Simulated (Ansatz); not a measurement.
## Fe wire along [100], 12 atoms a period: bands along the axis

What gap, if any, does the Fe wire along [100], 12 atoms a period have, and how many channels would it open?

Program: Ansatz 0.2.0. Level of theory: DFT PBE, plane waves, PAW; relaxation of a wire's period; PAW set soft_1, in the first sound run; inputs show where later runs differ. Results are calculated unless marked as measured.

### Step 1. The starting structure

The cell holds 12 atoms: 12 Fe. Its edges and angles: a = 12.460 Å, b = 12.460 Å, c = 2.830 Å, α = 90.0°, β = 90.0°, γ = 90.0°. Vacuum lies along a and b. The structure's axis is c.

### Step 2. The relaxed wire

Band widths follow the bond lengths, so the wire is relaxed first. The atoms and the third cell vector are free; the box across stays fixed as vacuum. Moments are seeded so that a magnetic state can form if it lies lower. A Fermi-Dirac smearing is set since the result may be a metal. The pressure printed is a third of the stress's trace over the whole box, vacuum included; only the stress along the axis is relaxed.

File input.yaml:

```yaml
crystal:
  lattice:
    - [12.46, 0.0, 0.0]
    - [0.0, 12.46, 0.0]
    - [0.0, 0.0, 2.83]
  atoms:
    - { symbol: Fe, position: [0.386436597, 0.272873194, 0.0], spin: 2.4 }
    - { symbol: Fe, position: [0.386436597, 0.5, 0.0], spin: 2.4 }
    - { symbol: Fe, position: [0.386436597, 0.727126806, 0.0], spin: 2.4 }
    - { symbol: Fe, position: [0.613563403, 0.272873194, 0.0], spin: 2.4 }
    - { symbol: Fe, position: [0.613563403, 0.5, 0.0], spin: 2.4 }
    - { symbol: Fe, position: [0.613563403, 0.727126806, 0.0], spin: 2.4 }
    - { symbol: Fe, position: [0.272873194, 0.386436597, 0.5], spin: 2.4 }
    - { symbol: Fe, position: [0.272873194, 0.613563403, 0.5], spin: 2.4 }
    - { symbol: Fe, position: [0.5, 0.386436597, 0.5], spin: 2.4 }
    - { symbol: Fe, position: [0.5, 0.613563403, 0.5], spin: 2.4 }
    - { symbol: Fe, position: [0.727126806, 0.386436597, 0.5], spin: 2.4 }
    - { symbol: Fe, position: [0.727126806, 0.613563403, 0.5], spin: 2.4 }
magnetization:
  spin_polarized: true
kpoints:
  mp_grid: { grid: [1, 1, 29] }
scf:
  occupations: { method: fermi_dirac, width: 0.05 }
hamiltonian:
  xc: pbe
  pseudopotentials: { kind: paw, azcp: { folder: soft_1 } }
relax:
  cell: { fix: [a, b, alpha, beta, gamma] }
  max_steps: 45
  f_tol: 0.03
```

Started as:

```
$ ansatz run input.yaml --threads 4 --pin off --max-ram 16384MiB --backend cpu --events-out ev --progress --plain --runs-dir out
```

Numbers of over 12 decimals in the logs are rounded to 6 here.

What it wrote:

```text
Engine: ansatz 0.2.0, x86_64-unknown-linux-gnu
Pseudopotentials: kind: paw
Pseudopotential: Fe, paw, valence charge 16, recommended cutoff 420 eV (normal), soft_1/Fe.paw.azcp
Functional definition: PBE
  parameter kappa = 0.804
  parameter beta = 0.066725
  exchange = pbe_x(kappa = kappa, mu = beta*pi^2/3)
  correlation = pbe_c(beta = beta)
Crystal: 12 atoms, lattice volume = 439.362 Å³
Basis set: ecut = 420 eV, 8569 PW (Γ), exchange–correlation on 180×180×40 points (8 copies of the dense FFT grid, shifted against one another)
Bands: 133, of which v1, the nominal top of the filled ones, is band 96 counted from 1 (95 counted from 0)
Symmetry: 16 space group operations
Space group: P42/mmc (ITA 131), of the structure as read, at distance tolerance 7.6e-5 Å
Magnetic group: BNS 131.435 (UNI 1095), of the structure as read, at distance tolerance 7.6e-5 Å
k-points: 15 of 29
Non-local potential: Fe, projectors of the file, l = 0: 3, l = 1: 2, l = 2: 3, l = 3: 1
PAW form: soft (Blöchl's): semilocal exchange-correlation on the pseudo side does not see the compensation charge
PAW one-centre angular grid: Fe, 590 points (default); XC on 64 Gauss nodes
Initial density: superposition of atomic densities (neutral atoms: chi_scale 0, normalization atom)
Starting moments: Σ|m| = 28.8 μB on 12 of 12 sites
Initial wavefunctions: pseudopotential atomic-orbital guess
Functional: x = pbe(κ = 0.804, μ = 0.219515), c = pbe(β = 0.066725)
SCF iter   1: F=—  HF=-53749.947884 eV  |F-HF|=—  |Δ(HF+E_count)|=         —  Δρ=4.35e-2 (↑2.69e-2 ↓4.35e-2)  dr2=3.99e1  dr2_m=3.83e0  M=31.182 μB ∫|m|=31.402 μB  β_m=0.30  ethr=3.10e-3  ⟨swp⟩=8.0  Hψ=17795  notcnv=0  defer=135
Mixer restart at iter 1: flushing history
preconditioner: auto → LDOS  [metal: Δε(μ)=0.005 eV  Ē_g=5.527 eV  σ=0.050 eV  W_gap=0.02  n_scr=86 (ndim 8)  ℏωp=17.4 eV  f_vac=0.529  D(μ)=19.98/eV (n_scr^D=174)]
spin=Collinear: LDOS preconditioning applied to the charge; magnetization (m = ρ↑ − ρ↓) channel mixes plain (no charge-response kernel on spin).
SCF iter   2: F=—  HF=-53746.329473 eV  |F-HF|=—  |Δ(HF+E_count)|=    3.62e0  Δρ=3.30e-2 (↑3.30e-2 ↓2.67e-2)  dr2=8.18e0  dr2_m=3.07e0  M=32.290 μB ∫|m|=32.673 μB  β_m=0.40  ethr=3.10e-3  ⟨swp⟩=3.0  Hψ=7120  notcnv=0  defer=431
SCF iter   3: F=—  HF=-53752.144361 eV  |F-HF|=—  |Δ(HF+E_count)|=    5.81e0  Δρ=1.90e-2 (↑1.28e-2 ↓1.90e-2)  dr2=4.68e-1  dr2_m=9.50e-1  M=32.840 μB ∫|m|=33.478 μB  β_m=0.46  ethr=3.10e-3  ⟨swp⟩=2.8  Hψ=7067  notcnv=0  defer=433
SCF iter   4: F=—  HF=-53753.901488 eV  |F-HF|=—  |Δ(HF+E_count)|=    1.76e0  Δρ=1.10e-2 (↑1.10e-2 ↓7.88e-3)  dr2=1.20e-1  dr2_m=3.35e-1  M=33.432 μB ∫|m|=34.334 μB  β_m=0.70  ethr=2.44e-4  ⟨swp⟩=2.8  Hψ=6307  notcnv=0  defer=425
SCF iter   5: F=—  HF=-53754.521106 eV  |F-HF|=—  |Δ(HF+E_count)|=         —  Δρ=2.98e-3 (↑2.98e-3 ↓2.75e-3)  dr2=6.59e-2  dr2_m=1.94e-2  M=34.024 μB ∫|m|=35.225 μB  β_m=0.70  ethr=6.24e-5  ⟨swp⟩=3.2  Hψ=7982  notcnv=0  defer=420
SCF iter   6: F=—  HF=-53754.527403 eV  |F-HF|=—  |Δ(HF+E_count)|=   6.30e-3  Δρ=1.36e-3 (↑9.35e-4 ↓1.36e-3)  dr2=1.21e-2  dr2_m=1.03e-3  M=34.009 μB ∫|m|=35.255 μB  β_m=0.64  ethr=3.43e-5  ⟨swp⟩=2.0  Hψ=6302  notcnv=0  defer=420
SCF iter   7: F=—  HF=-53754.528587 eV  |F-HF|=—  |Δ(HF+E_count)|=   1.18e-3  Δρ=6.13e-4 (↑5.13e-4 ↓6.13e-4)  dr2=1.81e-3  dr2_m=8.27e-4  M=34.057 μB ∫|m|=35.297 μB  β_m=0.76  ethr=6.31e-6  ⟨swp⟩=2.4  Hψ=6887  notcnv=0  defer=420
SCF iter   8: F=—  HF=-53754.531628 eV  |F-HF|=—  |Δ(HF+E_count)|=   3.04e-3  Δρ=2.84e-4 (↑2.16e-4 ↓2.84e-4)  dr2=3.68e-4  dr2_m=2.13e-4  M=34.078 μB ∫|m|=35.323 μB  β_m=0.75  ethr=9.44e-7  ⟨swp⟩=3.4  Hψ=8181  notcnv=0  defer=420
SCF iter   9: F=—  HF=-53754.531872 eV  |F-HF|=—  |Δ(HF+E_count)|=   2.45e-4  Δρ=1.29e-4 (↑1.29e-4 ↓6.93e-5)  dr2=2.02e-4  dr2_m=1.03e-5  M=34.088 μB ∫|m|=35.337 μB  β_m=0.77  ethr=1.91e-7  ⟨swp⟩=2.0  Hψ=5447  notcnv=0  defer=420
SCF iter  10: F=—  HF=-53754.531908 eV  |F-HF|=—  |Δ(HF+E_count)|=   3.59e-5  Δρ=4.12e-5 (↑4.12e-5 ↓2.20e-5)  dr2=1.16e-5  dr2_m=2.55e-6  M=34.091 μB ∫|m|=35.340 μB  β_m=0.76  ethr=1.05e-7  ⟨swp⟩=2.0  Hψ=5448  notcnv=0  defer=420
SCF iter  11: F=—  HF=-53754.531897 eV  |F-HF|=—  |Δ(HF+E_count)|=   1.09e-5  Δρ=1.47e-5 (↑1.46e-5 ↓1.47e-5)  dr2=1.91e-6  dr2_m=2.28e-7  M=34.091 μB ∫|m|=35.339 μB  β_m=0.69  ethr=6.06e-9  ⟨swp⟩=2.9  Hψ=6809  notcnv=0  defer=420
SCF iter  12: F=—  HF=-53754.531897 eV  |F-HF|=—  |Δ(HF+E_count)|=   4.36e-8  Δρ=9.64e-6 (↑4.62e-6 ↓9.64e-6)  dr2=2.46e-7  dr2_m=1.64e-7  M=34.091 μB ∫|m|=35.339 μB  β_m=0.81  ethr=9.94e-10  ⟨swp⟩=2.1  Hψ=5771  notcnv=0  defer=420
SCF iter  13: F=—  HF=-53754.531898 eV  |F-HF|=—  |Δ(HF+E_count)|=   2.73e-7  Δρ=3.45e-6 (↑1.54e-6 ↓3.45e-6)  dr2=1.28e-7  dr2_m=1.39e-8  M=34.091 μB ∫|m|=35.339 μB  β_m=0.75  ethr=1.28e-10  ⟨swp⟩=3.1  Hψ=7994  notcnv=0  defer=420
SCF iter  14: F=-53754.531898 eV  HF=-53754.531898 eV  |F-HF|=1.48e-9  |Δ(HF+E_count)|=   7.57e-9  Δρ=1.45e-6 (↑7.87e-7 ↓1.45e-6)  dr2=8.81e-9  dr2_m=2.64e-9  M=34.091 μB ∫|m|=35.339 μB  ethr=5.21e-11  ⟨swp⟩=2.1  Hψ=12522  notcnv=0
SCF 1 converged in 14 iterations: F = -53754.531898 eV  dr2 = 8.81e-9
  greatest PAW one-centre occupation: 1.001 electrons in one spin orbital (limit 2), on the Fe atom at site 11 (counted from 0), in its partial waves of l = 1
relax step   1: F+E_penalty+E_count = -53754.53189774 eV  Δ(F+E_penalty+E_count) = +0.000e0 eV  max|allowed force component| = 4.611e-1 eV/Å  Δτ_max = 0.0000 Å  P = -1.950 GPa  Ω = 439.362 Å³  fix = [a, b, alpha, beta, gamma]  reactions: a -1.468, b -1.468 GPa  (14 SCF iters, dr2 threshold 1.00e-7 eV, accepted)
Crystal: 12 atoms, lattice volume = 430.067 Å³
Basis set: ecut = 420 eV, 8457 PW (Γ), exchange–correlation on 180×180×40 points (8 copies of the dense FFT grid, shifted against one another)
Initial density: handed on by an earlier stage of this run
Starting moments: Σ|m| = 28.8 μB on 12 of 12 sites; this step starts from the density that it was given
Initial wavefunctions: those handed on with the density
iter 1 solved again at ethr=2.16e-5 eV; its pass at ethr=3.10e-3 eV (dr2=4.14e-2 eV) is discarded
SCF iter   1: F=—  HF=-53754.696210 eV  |F-HF|=—  |Δ(HF+E_count)|=         —  Δρ=3.35e-3 (↑3.35e-3 ↓1.67e-3)  dr2=4.35e-2  dr2_m=1.64e-2  M=33.741 μB ∫|m|=34.919 μB  β_m=0.65  ethr=2.16e-5  ⟨swp⟩=3.7  Hψ=18819  notcnv=0
preconditioner: auto → LDOS  [metal: Δε(μ)=0.011 eV  Ē_g=5.322 eV  σ=0.050 eV  W_gap=0.06  n_scr=36 (ndim 8)  ℏωp=17.5 eV  f_vac=0.554  D(μ)=14.76/eV (n_scr^D=94)]
[...]
relax step   4: F+E_penalty+E_count = -53754.74301071 eV  Δ(F+E_penalty+E_count) = -2.296e-3 eV  max|allowed force component| = 2.590e-2 eV/Å  Δτ_max = 0.0032 Å  P = -0.038 GPa  Ω = 420.053 Å³  energy of the carried Pulay correction = +8.177e-3 eV  fix = [a, b, alpha, beta, gamma]  reactions: a -0.059, b -0.059 GPa  (8 SCF iters, dr2 threshold 3.22e-7 eV, accepted)
Initial wavefunctions: pseudopotential atomic-orbital guess (no wavefunctions were taken with the density)
iter 1 solved again at ethr=9.90e-7 eV; its pass at ethr=3.10e-3 eV (dr2=1.90e-3 eV) is discarded
SCF iter   1: F=—  HF=-53754.733832 eV  |F-HF|=—  |Δ(HF+E_count)|=         —  Δρ=1.04e-4 (↑9.40e-5 ↓1.04e-4)  dr2=1.47e-4  dr2_m=2.02e-6  M=33.481 μB ∫|m|=34.593 μB  β_m=0.65  ethr=9.90e-7  ⟨swp⟩=4.2  Hψ=27160  notcnv=0
preconditioner: auto → LDOS  [metal: Δε(μ)=0.025 eV  Ē_g=5.383 eV  σ=0.050 eV  W_gap=0.12  n_scr=36 (ndim 8)  ℏωp=17.8 eV  f_vac=0.552  D(μ)=14.64/eV (n_scr^D=86)]
spin=Collinear: LDOS preconditioning applied to the charge; magnetization (m = ρ↑ − ρ↓) channel mixes plain (no charge-response kernel on spin).
SCF iter   2: F=—  HF=-53754.734195 eV  |F-HF|=—  |Δ(HF+E_count)|=   3.63e-4  Δρ=4.38e-5 (↑4.38e-5 ↓3.54e-5)  dr2=6.77e-5  dr2_m=3.20e-7  M=33.479 μB ∫|m|=34.591 μB  β_m=0.59  ethr=7.65e-8  ⟨swp⟩=2.0  Hψ=5372  notcnv=0
SCF iter   3: F=—  HF=-53754.734201 eV  |F-HF|=—  |Δ(HF+E_count)|=   5.18e-6  Δρ=2.76e-5 (↑2.76e-5 ↓1.57e-5)  dr2=5.69e-6  dr2_m=5.04e-7  M=33.478 μB ∫|m|=34.590 μB  β_m=0.57  ethr=3.53e-8  ⟨swp⟩=2.4  Hψ=5134  notcnv=0
SCF iter   4: F=—  HF=-53754.734203 eV  |F-HF|=—  |Δ(HF+E_count)|=   2.50e-6  Δρ=1.74e-5 (↑1.74e-5 ↓1.11e-5)  dr2=3.74e-6  dr2_m=3.52e-7  M=33.478 μB ∫|m|=34.590 μB  β_m=0.51  ethr=2.97e-9  ⟨swp⟩=2.3  Hψ=6544  notcnv=0
SCF iter   5: F=—  HF=-53754.734203 eV  |F-HF|=—  |Δ(HF+E_count)|=   2.62e-7  Δρ=6.89e-6 (↑6.89e-6 ↓4.36e-6)  dr2=3.57e-7  dr2_m=6.52e-8  M=33.478 μB ∫|m|=34.589 μB  β_m=0.58  ethr=1.95e-9  ⟨swp⟩=2.0  Hψ=5391  notcnv=0
SCF iter   6: F=—  HF=-53754.734203 eV  |F-HF|=—  |Δ(HF+E_count)|=   2.02e-7  Δρ=2.06e-6 (↑1.84e-6 ↓2.06e-6)  dr2=2.88e-8  dr2_m=4.20e-9  M=33.477 μB ∫|m|=34.589 μB  β_m=0.58  ethr=1.86e-10  ⟨swp⟩=2.4  Hψ=5810  notcnv=0
SCF iter   7: F=—  HF=-53754.734203 eV  |F-HF|=—  |Δ(HF+E_count)|=  2.69e-10  Δρ=8.14e-7 (↑6.96e-7 ↓8.14e-7)  dr2=3.78e-9  dr2_m=7.63e-10  M=33.477 μB ∫|m|=34.589 μB  β_m=0.62  ethr=1.50e-11  ⟨swp⟩=3.3  Hψ=7846  notcnv=0
SCF iter   8: F=—  HF=-53754.734203 eV  |F-HF|=—  |Δ(HF+E_count)|=   2.63e-7  Δρ=3.35e-7 (↑3.35e-7 ↓3.10e-7)  dr2=6.02e-10  dr2_m=1.97e-10  M=33.477 μB ∫|m|=34.589 μB  β_m=0.71  ethr=1.97e-12  ⟨swp⟩=3.8  Hψ=8111  notcnv=0
SCF iter   9: F=—  HF=-53754.734203 eV  |F-HF|=—  |Δ(HF+E_count)|=   1.67e-9  Δρ=1.21e-7 (↑6.66e-8 ↓1.21e-7)  dr2=4.64e-11  dr2_m=2.10e-11  M=33.478 μB ∫|m|=34.589 μB  β_m=0.80  ethr=1.00e-12  ⟨swp⟩=2.4  Hψ=5501  notcnv=0
SCF iter  10: F=-53754.734203 eV  HF=-53754.734203 eV  |F-HF|=1.46e-11  |Δ(HF+E_count)|=  8.73e-11  Δρ=3.47e-8 (↑2.95e-8 ↓3.47e-8)  dr2=1.31e-11  dr2_m=2.36e-12  M=33.478 μB ∫|m|=34.589 μB  ethr=1.00e-12  ⟨swp⟩=3.0  Hψ=12882  notcnv=0
SCF 5 converged in 10 iterations: F = -53754.734203 eV  dr2 = 1.31e-11
  greatest PAW one-centre occupation: 1.001 electrons in one spin orbital (limit 2), on the Fe atom at site 10 (counted from 0), in its partial waves of l = 1
relax step   5: F+E_penalty+E_count = -53754.73420323 eV  Δ(F+E_penalty+E_count) = +8.807e-3 eV  max|allowed force component| = 2.608e-2 eV/Å  Δτ_max = 0.0000 Å  P = -0.029 GPa  Ω = 420.053 Å³  fix = [a, b, alpha, beta, gamma]  reactions: a -0.049, b -0.049 GPa  stress off target by 1.01e-2 GPa on what of the cell is left free  SCF on the basis re-selected at this cell (its energy is not comparable with the rows above)  (10 SCF iters)
basis re-selected at this cell: Δ(F+E_penalty+E_count) = +8.807e-3 eV, ΔP = +0.009 GPa vs the last step (what re-selecting the basis moved, of the pressure what is left beyond the Pulay correction that the steps carried, after the strain that the cell walked since its last selection, with what the two solves' SCF thresholds leave and, on support functions, any second-order correction that the steps lacked; it is no m [...]
SCF converged after 10 iterations
Magnetization: 33.4775 μB (112.7388 up, 79.2612 down)
Absolute magnetization: 34.5925 μB (∫|ρ↑−ρ↓|, with the PAW one-centre terms)
Spin contamination: 0.5043 ħ² per cell (⟨S²⟩ above its minimum at these occupations)
Per-site moments (μB) at R_I (Å): [(2.829828, 0.990888), (2.374375, 0.990888), (2.829828, 0.990888), (2.829828, 0.990888), (2.374375, 0.990888), (2.829828, 0.990888), (2.829828, 0.990888), (2.829828, 0.990888), (2.374375, 0.990888), (2.374375, 0.990888), (2.829828, 0.990888), (2.829828, 0.990888)]
Free energy (F): -53754.734203 eV
Harris-Foulkes:  -53754.734203 eV  (|F-HF|=1.46e-11)
Internal energy: -53754.615782 eV  (E = F + TS)
E sigma→0 (E₀):  -53754.674992 eV
Entropy (-TS):   -0.118422 eV (-9.868 meV/atom)
Fermi energy:    3.588803 eV
--- Per-component energies (eV) ---
  E_band       = -5422.795319
  E_kinetic    = 3948.382525
  E_local      = -126558.334622  (includes V_loc(G=0)·N_el)
  E_nonlocal   = 3516.770458
  E_hartree    = 59650.239346
  E_xc         = -1308.500435
  E_vxc        = -1679.082649  (∫ρ·V_xc dr)
  E_paw        = -16612.325489  (= ΣΔE_a)
  E_vpaw       = -3950.998853  (= ΣTr[D̂ρ^β])
  E_aug_tail   = -0.011791  (compensation charges beyond the density's cutoff)
  E_ewald      = 23609.164226
  E_smearing   = -0.118422  (= −TS)
  E_closure    = 0.000000  (closes the sum)
  Σ components = -53754.734203   (vs F -53754.734203, Δ=0.00e0)
--- Forces (eV/Å), atoms counted from 1 ---
  atom   1  Fe     0.02608449    -0.01939552     0.00000000
  atom   2  Fe     0.00311389    -0.00000000     0.00000000
  atom   3  Fe     0.02608449     0.01939552     0.00000000
  atom   4  Fe    -0.02608449    -0.01939552    -0.00000000
  atom   5  Fe    -0.00311389     0.00000000    -0.00000000
  atom   6  Fe    -0.02608449     0.01939552    -0.00000000
  atom   7  Fe    -0.01939552     0.02608449    -0.00000000
  atom   8  Fe    -0.01939552    -0.02608449    -0.00000000
  atom   9  Fe    -0.00000000     0.00311389    -0.00000000
  atom  10  Fe     0.00000000    -0.00311389     0.00000000
  atom  11  Fe     0.01939552     0.02608449     0.00000000
  atom  12  Fe     0.01939552    -0.02608449     0.00000000
  max |Σ_I F_I| component: 1.39e-17 eV/Å
--- Stress (GPa, compression-positive) ---
       -0.048587       0.000000      -0.000000
        0.000000      -0.048587      -0.000000
       -0.000000      -0.000000       0.010143
  P = ⅓ Tr σ = -0.0290 GPa (-0.290 kbar)
--- Relaxed structure (4 steps of the walk, 4 accepted, 1 SCFs on fresh bases) ---
  F+E_penalty+E_count = -53754.73420323 eV   max|allowed force component| = 2.608e-2 eV/Å   (the final SCF, on the basis selected at the relaxed cell)
  cell:  # Å, volume = 420.0528 Å³
    - [12.46, 0, 0]
    - [0, 12.46, 0]
    - [0, 0, 2.705626]
  atoms:
    - { symbol: Fe, position: [0.386570, 0.272211, 0] }
    - { symbol: Fe, position: [0.384074, 0.500000, 0] }
    - { symbol: Fe, position: [0.386570, 0.727789, 0] }
    - { symbol: Fe, position: [0.613430, 0.272211, 0] }
    - { symbol: Fe, position: [0.615926, 0.500000, 0] }
    - { symbol: Fe, position: [0.613430, 0.727789, 0] }
    - { symbol: Fe, position: [0.272211, 0.386570, 0.5] }
    - { symbol: Fe, position: [0.272211, 0.613430, 0.5] }
    - { symbol: Fe, position: [0.500000, 0.384074, 0.5] }
    - { symbol: Fe, position: [0.500000, 0.615926, 0.5] }
    - { symbol: Fe, position: [0.727789, 0.386570, 0.5] }
    - { symbol: Fe, position: [0.727789, 0.613430, 0.5] }
```

Wall time 2.3 min (4 threads of Intel Xeon Platinum 8488C (Sapphire Rapids), shared host); peak memory 2.2 GiB; 8.9 min of CPU time.

[end of part 1 of 2]

[Logs are printed without paths, hosts, clocks, repeated set-up lines and the standing remarks that a program may print on its own settings, such as how far it seeks lower states.]

[Hosts, paths, dates, database ids (printed as entryN), source tags and the programs' standing remarks are cut or masked in the printed files.]
